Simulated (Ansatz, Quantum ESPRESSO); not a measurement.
# MgZrO3 (Pm-3m): zone-centre phonons, part 3 of 3

Aim: the zone-centre modes of MgZrO3 (Pm-3m).

Quantum ESPRESSO 7.5; DFT LDA, scalar-relativistic, plane waves, GBRV ultrasoft pseudopotentials.

So far, highest optical zone-centre mode (no LO-TO term) (cm⁻¹): step 7 (modes with the sum rule) 668. The relaxed cell has a = 4.044 Å (conventional setting).

The structure was built from a prototype and need not be the compound's stable phase.

### 9. Sum rules set otherwise (asr no)

Without the rule the raw error of the acoustic modes shows.

The input, dynmat.in:

```
&input
   fildyn = 'g.dyn'
   asr = 'no'
   fileig = 'dynmat.eig'
   lperm = .true.
/
```

The run is started by

```
> dynmat.x -in dynmat.in > dynmat.out
```

The log of the run:

```text
[banner, memory and clock lines left out]
Program DYNMAT v.7.5

     Reading Dynamical Matrix from file g.dyn
     ...Force constants read
     ...epsilon and Z* read
     A direction for q was not specified:TO-LO splitting will be absent

     Polarizability (A^3 units)
     multiply by 0.409349 for Clausius-Mossotti correction
        22.779432    0.000000    0.000000
         0.000000   22.779432    0.000000
         0.000000    0.000000   22.779432

     IR activities are in (D/A)^2/amu units

# mode   [cm-1]    [THz]      IR
    1   -268.57   -8.0517   22.5136
    2   -268.57   -8.0517   22.5136
    3   -268.57   -8.0517   22.5136
    4   -234.88   -7.0416    0.0000
    5   -234.88   -7.0416    0.0000
    6   -234.88   -7.0416    0.0000
    7     -8.72   -0.2615    0.0002
    8     -8.72   -0.2615    0.0002
    9     -8.72   -0.2615    0.0002
   10    179.51    5.3817    4.1369
   11    179.51    5.3817    4.1369
   12    179.51    5.3817    4.1369
   13    667.78   20.0194   33.0570
   14    667.78   20.0194   33.0570
   15    667.78   20.0194   33.0570

Electronic dielectric permittivity tensor (relative, adimensional)
         5.328718    0.000000    0.000000
         0.000000    5.328718    0.000000
         0.000000    0.000000    5.328718

 ... with zone-center polar mode contributions
        11.860055    0.000000   -0.000000
         0.000000   11.860055   -0.000000
        -0.000000   -0.000000   11.860055

[end of the log left out, with the tail of the file of modes that dynmat.x writes under the same name]
```

The job ended after 0.47 s (1 thread of Arm Neoverse V2, shared host).

Numbers from this step:

```yaml
highest_optical_zone_centre_mode_no_lo_to_term: 667.8 cm⁻¹
lowest_optical_zone_centre_mode: -268.6 cm⁻¹
```

Zone-centre frequencies as printed; negative means imaginary. Modes:

```csv
mode,frequency (cm⁻¹)
1,-268.6
2,-268.6
3,-268.6
4,-234.9
5,-234.9
6,-234.9
7,-8.72
8,-8.72
9,-8.72
10,179.5
11,179.5
12,179.5
13,667.8
14,667.8
15,667.8
```

Against the first rule no mode moves by more than 8.8 cm⁻¹.

### 10. The LO-TO splitting (1 0 0)

A longitudinal polar mode sets up a macroscopic field that stiffens it; the term hangs on the direction from which q goes to zero.

The input, dynmat.in:

```
&input
   fildyn = 'g.dyn'
   asr = 'simple'
   fileig = 'dynmat.eig'
   q(1) = 1.0
   q(2) = 0.0
   q(3) = 0.0
/
```

The run is started by

```
> dynmat.x -in dynmat.in > dynmat.out
```

The log of the run:

```text
[banner, memory and clock lines left out]
Program DYNMAT v.7.5

     Reading Dynamical Matrix from file g.dyn
     ...Force constants read
     ...epsilon and Z* read

     Polarizability (A^3 units)
     multiply by 0.409349 for Clausius-Mossotti correction
        22.779432    0.000000    0.000000
         0.000000   22.779432    0.000000
         0.000000    0.000000   22.779432

     IR activities are in (D/A)^2/amu units

# mode   [cm-1]    [THz]      IR
    1   -268.31   -8.0436   22.4857
    2   -268.31   -8.0436   22.4857
    3   -234.53   -7.0312    0.0000
    4   -234.53   -7.0312    0.0000
    5   -234.53   -7.0312    0.0000
    6    -81.18   -2.4337    3.3561
    7     -0.00   -0.0000    0.0000
    8     -0.00   -0.0000    0.0000
    9      0.00    0.0000    0.0000
   10    179.80    5.3902    4.1122
   11    179.80    5.3902    4.1122
   12    271.40    8.1364    7.3670
   13    667.85   20.0216   33.0145
   14    667.85   20.0216   33.0145
   15    836.72   25.0842   48.8894

[end of the log left out, with the tail of the file of modes that dynmat.x writes under the same name]
```

Wall time 0.47 s (1 thread).

Read from the output:

- highest mode moved by the LO-TO term: 836.7 cm⁻¹

Zone-centre frequencies as printed; negative means imaginary. Modes:

| mode | frequency (cm⁻¹) |
| --- | --- |
| 1 | -268.3 |
| 2 | -268.3 |
| 3 | -234.5 |
| 4 | -234.5 |
| 5 | -234.5 |
| 6 | -81.18 |
| 7 | 0 |
| 8 | 0 |
| 9 | 0 |
| 10 | 179.8 |
| 11 | 179.8 |
| 12 | 271.4 |
| 13 | 667.9 |
| 14 | 667.9 |
| 15 | 836.7 |

The field moves 3 modes; the highest of them now lies at 837 cm⁻¹, where the highest that moved away lay at 668.

### 11. Cross-check with Ansatz

The same cell goes through another code, with its own cutoff. The potentials differ. Its k mesh is centred on Γ.

This step: DFT LDA, scalar-relativistic, plane waves, PseudoDojo norm-conserving pseudopotentials (Ansatz 0.2.0).

The input, input.yaml:

```yaml
crystal:
  lattice:
    - [4.0438758934, 0.0, 0.0]
    - [0.0, 4.0438758934, 0.0]
    - [0.0, 0.0, 4.0438758934]
  atoms:
    - { symbol: Mg, position: [0.0, 0.0, 0.0] }
    - { symbol: Zr, position: [0.5, 0.5, 0.5] }
    - { symbol: O, position: [0.0, 0.5, 0.5] }
    - { symbol: O, position: [0.5, 0.0, 0.5] }
    - { symbol: O, position: [0.5, 0.5, 0.0] }
kpoints:
  mp_grid: { grid: [6, 6, 6] }
hamiltonian:
  xc: lda
  pseudopotentials: { kind: nc, accuracy: standard }
scf:
  occupations: { method: fixed }
output:
  eigenvalues: true
phonons:
  method: dfpt
  dielectric: true
  rigid_motions: translations
  raman: true
```

The run is started by

```
> ansatz run input.yaml --threads 4 --pin off --max-ram 8192MiB --backend cpu --events-out ev --progress --plain --runs-dir out
```

The log of the run:

```text
Engine: ansatz 0.2.0, aarch64-unknown-linux-gnu
Pseudopotentials: kind: nc
Pseudopotential: Mg, nc, valence charge 10, recommended cutoff 1142.878222 eV (normal), Mg.nc.azcp (PseudoDojo's, or run here from an input of PseudoDojo's; its table is named by hamiltonian.pseudopotentials.accuracy)
Pseudopotential: Zr, nc, valence charge 12, recommended cutoff 952.398519 eV (normal), Zr.nc.azcp (PseudoDojo's, or run here from an input of PseudoDojo's; its table is named by hamiltonian.pseudopotentials.accuracy)
Pseudopotential: O, nc, valence charge 6, recommended cutoff 1142.878222 eV (normal), O.nc.azcp (PseudoDojo's, or run here from an input of PseudoDojo's; its table is named by hamiltonian.pseudopotentials.accuracy)
Functional definition: SPW92
  exchange = slater_x
  correlation = pw_c
Crystal: 5 atoms, lattice volume = 66.129 Å³
Basis set: ecut = 1142.878222 eV, 5743 PW (Γ), exchange–correlation on 90×90×90 points (8 copies of the dense FFT grid, shifted against one another)
Bands: 25, of which v1, the nominal top of the filled ones, is band 20 counted from 1 (19 counted from 0)
Symmetry: 48 space group operations
k-points: 80 of 216 (irreducible under 2 space group operations, time reversal used)
Non-local potential: Mg, projectors of the file, l = 0: 2, l = 1: 2
Non-local potential: Zr, projectors of the file, l = 0: 2, l = 1: 2, l = 2: 2
Non-local potential: O, projectors of the file, l = 0: 2, l = 1: 2, l = 2: 1
Initial density: superposition of atomic densities (chi_scale 0.1, normalization cell, long waves kept (reshape's long-wave potential 0.00 eV rms))
Initial wavefunctions: pseudopotential atomic-orbital guess
Functional: x = slater, c = lda
SCF iter   1: F=—  HF=-4347.535257 eV  |F-HF|=—  |Δ(HF+E_count)|=         —  Δρ=6.95e-2  dr2=3.56e0  ethr=3.10e-3  ⟨swp⟩=5.3  Hψ=8235  notcnv=0  defer=188
preconditioner: auto → Resta (q_TF=auto, 2.509 Å⁻¹)  ε∞=5.0  [insulator: Δε(μ)=1.939 eV  Ē_g=11.198 eV  n_scr=18 (ndim 8)  ℏωp=22.4 eV  f_vac=0.000  ε∞_Penn≈5.0]
SCF iter   2: F=—  HF=-4346.506203 eV  |F-HF|=—  |Δ(HF+E_count)|=    1.03e0  Δρ=3.74e-2  dr2=1.10e0  ethr=3.10e-3  ⟨swp⟩=2.8  Hψ=4352  notcnv=0  defer=210
SCF iter   3: F=—  HF=-4346.125961 eV  |F-HF|=—  |Δ(HF+E_count)|=   3.80e-1  Δρ=1.26e-2  dr2=1.21e-1  ethr=2.74e-3  ⟨swp⟩=3.5  Hψ=4309  notcnv=0  defer=206
SCF iter   4: F=—  HF=-4346.098175 eV  |F-HF|=—  |Δ(HF+E_count)|=   2.78e-2  Δρ=3.90e-3  dr2=7.80e-3  ethr=3.01e-4  ⟨swp⟩=2.1  Hψ=3249  notcnv=0  defer=227
SCF iter   5: F=—  HF=-4346.096117 eV  |F-HF|=—  |Δ(HF+E_count)|=   2.06e-3  Δρ=7.12e-4  dr2=5.73e-4  ethr=1.95e-5  ⟨swp⟩=2.8  Hψ=3016  notcnv=0  defer=230
SCF iter   6: F=—  HF=-4346.095904 eV  |F-HF|=—  |Δ(HF+E_count)|=   2.13e-4  Δρ=2.59e-4  dr2=2.35e-5  ethr=1.43e-6  ⟨swp⟩=2.0  Hψ=3441  notcnv=0  defer=223
SCF iter   7: F=—  HF=-4346.095884 eV  |F-HF|=—  |Δ(HF+E_count)|=   2.03e-5  Δρ=3.78e-5  dr2=7.39e-7  ethr=5.88e-8  ⟨swp⟩=2.4  Hψ=3289  notcnv=0  defer=182
SCF iter   8: F=—  HF=-4346.095821 eV  |F-HF|=—  |Δ(HF+E_count)|=   6.35e-5  Δρ=5.12e-6  dr2=1.64e-8  ethr=1.85e-9  ⟨swp⟩=2.2  Hψ=2848  notcnv=0  defer=87
SCF iter   9: F=—  HF=-4346.095821 eV  |F-HF|=—  |Δ(HF+E_count)|=   2.63e-9  Δρ=1.00e-6  dr2=6.40e-10  ethr=4.09e-11  ⟨swp⟩=2.2  Hψ=3037  notcnv=0  defer=87
SCF iter  10: F=-4346.095821 eV  HF=-4346.095821 eV  |F-HF|=5.46e-12  |Δ(HF+E_count)|=  3.27e-10  Δρ=2.11e-7  dr2=1.45e-11  ethr=1.00e-12  ⟨swp⟩=14.5  Hψ=14458  notcnv=0
SCF 1 converged in 10 iterations: F = -4346.095821 eV  dr2 = 1.45e-11
DFPT response loops at Γ: preconditioner auto → Resta (q_TF=auto, 2.509 Å⁻¹)  ε∞=8.8 (no band partly filled); β = 1.00, the filter's whole step (`scf.mixing.beta` (0.50) is not read by the response loops at its default; to damp them type it under 1.00, their step now; it binds the ground state too); Broyden in place of MSR1
── the response to a field inside a basis, on 10×10×10 k-points: an SCF that follows is theirs, and a resumed run solves both again ──
Bands: 21, of which v1, the nominal top of the filled ones, is band 20 counted from 1 (19 counted from 0)
k-points: 35
Initial density: handed on by an earlier stage of this run
Initial wavefunctions: pseudopotential atomic-orbital guess (no wavefunctions were taken with the density)
Eigensolver: Dense (35 Hₖ)
SCF iter   1: F=—  HF=-4346.086825 eV  |F-HF|=—  |Δ(HF+E_count)|=         —  Δρ=1.54e-4  dr2=2.16e-6  ethr=1.00e-1
preconditioner: auto → Resta (q_TF=auto, 2.509 Å⁻¹)  ε∞=4.9  [insulator: Δε(μ)=0.931 eV  Ē_g=12.617 eV  n_scr=18 (ndim 8)  ℏωp=25.0 eV  f_vac=0.000  ε∞_Penn≈4.9]
SCF iter   2: F=—  HF=-4346.086826 eV  |F-HF|=—  |Δ(HF+E_count)|=   7.62e-7  Δρ=7.91e-5  dr2=5.24e-7  ethr=5.41e-9
SCF iter   3: F=—  HF=-4346.086826 eV  |F-HF|=—  |Δ(HF+E_count)|=   3.21e-7  Δρ=1.81e-5  dr2=1.39e-7  ethr=1.31e-9
SCF iter   4: F=—  HF=-4346.086826 eV  |F-HF|=—  |Δ(HF+E_count)|=   2.23e-8  Δρ=4.19e-6  dr2=5.96e-9  ethr=3.47e-10
SCF iter   5: F=-4346.086826 eV  HF=-4346.086826 eV  |F-HF|=4.55e-12  |Δ(HF+E_count)|=   1.22e-9  Δρ=3.80e-7  dr2=5.14e-11  ethr=1.49e-11
SCF 1 converged in 5 iterations: F = -4346.086826 eV  dr2 = 5.14e-11
DFPT response loops at Γ: preconditioner auto → Resta (q_TF=auto, 2.509 Å⁻¹)  ε∞=8.0 (no band partly filled); β = 1.00, the filter's whole step (`scf.mixing.beta` (0.50) is not read by the response loops at its default; to damp them type it under 1.00, their step now; it binds the ground state too); Broyden in place of MSR1
DFPT response loops at Γ: mixed as the last ones told, above
WARN: field response: ε∞ stands inside a basis, on 10×10×10 points; the force constants stand on the 6×6×6 k-mesh, whose period is 11.55 times the interband length at k = (0.0000, 0.0000, 0.0000), direct gap 1.038 eV, under 14: take them and everything formed from them as unconverged, and compare with a denser kpoints.mp_grid
SCF converged after 10 iterations
Free energy (F): -4346.095821 eV
Harris-Foulkes:  -4346.095821 eV  (|F-HF|=5.46e-12)
Internal energy: -4346.095821 eV  (E = F + TS)
E sigma→0 (E₀):  -4346.095821 eV
Fermi energy:    7.317488 eV
--- Per-component energies (eV) ---
  E_band       = -492.591269
  E_kinetic    = 2213.330539
  E_local      = -3507.460985  (includes V_loc(G=0)·N_el)
  E_nonlocal   = -566.122225
  E_hartree    = 1125.412691
  E_xc         = -819.247493
  E_vxc        = -883.164044  (∫ρ·V_xc dr)
  E_ewald      = -2792.008347
  E_smearing   = -0.000000  (= −TS)
  E_closure    = -0.000000  (closes the sum)
  Σ components = -4346.095821   (vs F -4346.095821, Δ=0.00e0)
--- Band table (eV; the first three rows and the last of 80) ---
  k-point 0: bands = [... 16 lower, 6.2552, 7.0564, 7.0564, 7.0564, 8.0944, 11.1451, 11.1451, 11.1451, ... 1 higher]
  k-point 1: bands = [... 16 lower, 6.0344, 6.1354, 7.0143, 7.0143, 8.8124, 11.1896, 11.7594, 11.7594, ... 1 higher]
  k-point 2: bands = [... 16 lower, 5.7288, 5.9105, 6.9852, 6.9852, 10.1317, 11.2820, 12.9158, 12.9158, ... 1 higher]
  k-point 79: bands = [... 16 lower, 3.7797, 7.3175, 7.3175, 7.3175, 9.5091, 15.2010, 15.2010, 15.2010, ... 1 higher]
--- Phonons (Γ-DFPT): 4 representative perturbations + reference, on 80 of 216 k-points (Σ response iterations 13) ---
  k mesh reduced under 2 symmetry operations, with k and −k counted as one. Each operation leaves every solved perturbation unchanged. A smaller set is not considered because the run solves the response to a homogeneous field
  ASR residual: 3.529e-4 → 0.000e0 eV/Å²; symmetrization residual: 9.215e-6 eV/Å²
  ASR residual per site (eV/Å²): 3.16e-4 3.53e-4 1.11e-4 1.11e-4 1.11e-4
  Γ frequencies (cm⁻¹): -268.50 -268.50 -268.50 -233.79 -233.79 -233.79 0.00 0.00 0.00 180.81 180.81 180.81 664.78 664.78 664.78
  ε∞ (high-frequency dielectric tensor):
        5.166505     0.000000     0.000000
        0.000000     5.166505     0.000000
        0.000000     0.000000     5.166505
  softest optical mode at Γ: -268.50 cm⁻¹; the repairs (sum rule, projections) moved no ω² at Γ by more than (2.43 cm⁻¹)²
  Born effective charges Z* (e; rows j = field, columns β = displacement):
    site 0:
         2.68565    0.00000    0.00000
        -0.00000    2.68565    0.00000
        -0.00000    0.00000    2.68565
    site 1:
         5.82574   -0.00000    0.00000
        -0.00000    5.82574    0.00000
         0.00000    0.00000    5.82574
    site 2:
        -4.93803   -0.00000    0.00000
        -0.00000   -1.78668    0.00000
         0.00000    0.00000   -1.78668
    site 3:
        -1.78668    0.00000    0.00000
         0.00000   -4.93803    0.00000
         0.00000    0.00000   -1.78668
    site 4:
        -1.78668    0.00000   -0.00000
        -0.00000   -1.78668    0.00000
         0.00000    0.00000   -4.93803
  Z* charge neutrality: 1.274e-3 e pre-enforcement
  solved inside a basis spanned on kpoints, on 10×10×10 k-points transformed towards the longest dipole: ε∞ is read to err by 2.1e-2, Z* by 5.8e-2 e (field_mesh: kpoints solves on kpoints); Z* is corrected for what the basis lacks
  Raman tensors (in the event stream and the table raman_tensors.tsv): an entry may err by 3.2e-3 Å², one of the second-order susceptibility by 2.4e-19 pm/V (basis, points and sum rule); their sum over the sites missed zero by 1.426e-20 Å² ahead of its enforcement
  optical modes at Γ without the LO–TO term, one row a degenerate level:
      ω (cm⁻¹)  modes    IR ((D/Å)²/amu)  static Raman (Å⁴/amu)  depolarisation
       -268.50      3            67.4507                 0.0000               —
       -233.79      3             0.0000                 0.0000               —
        180.81      3            12.6415                 0.0000               —
        664.78      3            99.3038                 0.0000               —
  optical modes at Γ + LO–TO along q̂ = [1.0000, 0.0000, 0.0000]:
      ω (cm⁻¹)  modes    IR ((D/Å)²/amu)  static Raman (Å⁴/amu)  depolarisation
       -268.50      2            44.9672                 0.0000               —
       -233.79      3             0.0000                 0.0000               —
        -79.66      1             3.1559                 0.0000               —
        180.81      2             8.4277                 0.0000               —
        274.90      1             7.1880                 0.0000               —
        664.78      2            66.2025                 0.0000               —
        840.60      1            49.4548                 0.0000               —
  optical modes at Γ + LO–TO along q̂ = [0.0000, 1.0000, 0.0000]:
      ω (cm⁻¹)  modes    IR ((D/Å)²/amu)  static Raman (Å⁴/amu)  depolarisation
       -268.50      2            44.9672                 0.0000               —
       -233.79      3             0.0000                 0.0000               —
        -79.66      1             3.1559                 0.0000               —
        180.81      2             8.4277                 0.0000               —
        274.90      1             7.1880                 0.0000               —
        664.78      2            66.2025                 0.0000               —
        840.60      1            49.4548                 0.0000               —
  optical modes at Γ + LO–TO along q̂ = [0.0000, 0.0000, 1.0000]:
      ω (cm⁻¹)  modes    IR ((D/Å)²/amu)  static Raman (Å⁴/amu)  depolarisation
       -268.50      2            44.9672                 0.0000               —
       -233.79      3             0.0000                 0.0000               —
        -79.66      1             3.1559                 0.0000               —
        180.81      2             8.4277                 0.0000               —
        274.90      1             7.1880                 0.0000               —
        664.78      2            66.2025                 0.0000               —
        840.60      1            49.4548                 0.0000               —
```

It took 3.9 min on 4 threads; peak memory 2.1 GiB; 15 min of CPU time.

Read from the output:

```
gap on the k-mesh                                : 0.7769 eV
sum-rule residual before enforcement             : 3.53e-4 eV/Å²
miss of the charge sum rule                      : 0.001274 e
estimated error of the dielectric tensor         : 0.02079
estimated error of the Born charges              : 0.05766 e
highest optical zone-centre mode (no LO-TO term) : 664.8 cm⁻¹
lowest optical zone-centre mode                  : -268.5 cm⁻¹
mean high-frequency dielectric constant          : 5.167
largest Born charge in size (third of the trace) : 5.826 e
highest mode moved by the LO-TO term             : 840.6 cm⁻¹
```

Transverse modes; imaginary modes left out. Infrared lines, with heights relative to the strongest:

| position (cm⁻¹) | label | IR intensity ((D/Å)²/amu), degenerate modes summed, relative |
| --- | --- | --- |
| 181 | T1u | 13 |
| 665 | T1u | 100 |

The log warns that the force constants on this k mesh are to be taken as unconverged.

### 12. The two compared: QE GBRV and Ansatz, PseudoDojo

Numbers from this step:

```
root-mean-square difference : 1.66 cm⁻¹
largest difference          : 3.07 cm⁻¹
```

The 12 of 12 modes that differ most. Frequencies side by side:

```csv
q (reciprocal lattice),mode,QE GBRV (cm⁻¹),"Ansatz, PseudoDojo (cm⁻¹)"
0 0 0,1,-268.3,-268.5
0 0 0,2,-268.3,-268.5
0 0 0,3,-268.3,-268.5
0 0 0,4,-234.5,-233.8
0 0 0,5,-234.5,-233.8
0 0 0,6,-234.5,-233.8
0 0 0,10,179.8,180.8
0 0 0,11,179.8,180.8
0 0 0,12,179.8,180.8
0 0 0,13,667.9,664.8
0 0 0,14,667.9,664.8
0 0 0,15,667.9,664.8
```

The two runs side by side. Further quantities:

| quantity | QE GBRV | Ansatz, PseudoDojo |
| --- | --- | --- |
| mean ε∞ | 5.329 | 5.167 |
| largest Born charge in size (e; the first before, the second after the charge sum rule) | 5.798 | 5.826 |
| summed IR intensity ((D/Å)²/amu) | 178.8 | 179.4 |

At the zone centre the largest difference (acoustic modes at Γ apart) is 0.5 % of the highest mode; ε∞ differs by 3.1 %.

### 13. Results

- space group after relaxation: Pm-3m
- volume per atom: 13.2 Å³
- gap on the k-mesh: 0.759 eV
- highest optical zone-centre mode (no LO-TO term): 667.9 cm⁻¹
- lowest optical zone-centre mode: -268.3 cm⁻¹
- highest mode moved by the LO-TO term (probably not converged in the k mesh): 836.7 cm⁻¹
- mean high-frequency dielectric constant (probably not converged in the k mesh): 5.33
- largest Born charge in size (third of the trace) (probably not converged in the k mesh): 5.80 e
- imaginary optical modes at the zone centre (no q mesh in this session): yes
- largest difference from Ansatz, PseudoDojo: 3.07 cm⁻¹

**Reading.** At the LDA level the optical modes of MgZrO3 (Pm-3m) at the zone centre (no LO-TO term) run from 268i to 668 cm⁻¹, so the structure is a saddle point, with 6 modes beyond 10i cm⁻¹ there. The relaxation gained more than 0.3 eV an atom, so the start was far from this structure and its bonding may have changed. Along the directions run, the highest mode that the macroscopic field moves lies at 837 cm⁻¹. ε∞, the Born charges and what follows from them are probably not converged in the k mesh. Of the 12 optical modes, 9 are infrared active alone and 3 are silent. QE GBRV and Ansatz, PseudoDojo differ by 1.7 cm⁻¹ in the root mean square and by 3.1 cm⁻¹ at most, 0.5 % of the highest mode compared (acoustic modes at Γ left out); the two use different potentials, and the cell was not relaxed for the second set. The highest LO mode, which hangs on the field response, is 837 against 841 cm⁻¹. These are harmonic frequencies at zero temperature: anharmonic shifts and linewidths and thermal expansion are left out. The LDA runs differ in the fit of the correlation energy, Perdew-Zunger in some and Perdew-Wang in others. Ansatz's log warns that force constants on this k mesh are to be taken as unconverged, an error that the frequencies of both programs share. The structure is a hypothetical one, built on a prototype.

[Host names and launcher messages were left out of these logs when they were recorded.]

[Logs are printed without paths, hosts, clocks, repeated set-up lines and the standing remarks that a program may print on its own settings, such as how far it seeks lower states.]

[Hosts, paths, dates, database ids (printed as entryN), source tags and the programs' standing remarks are cut or masked in the printed files.]
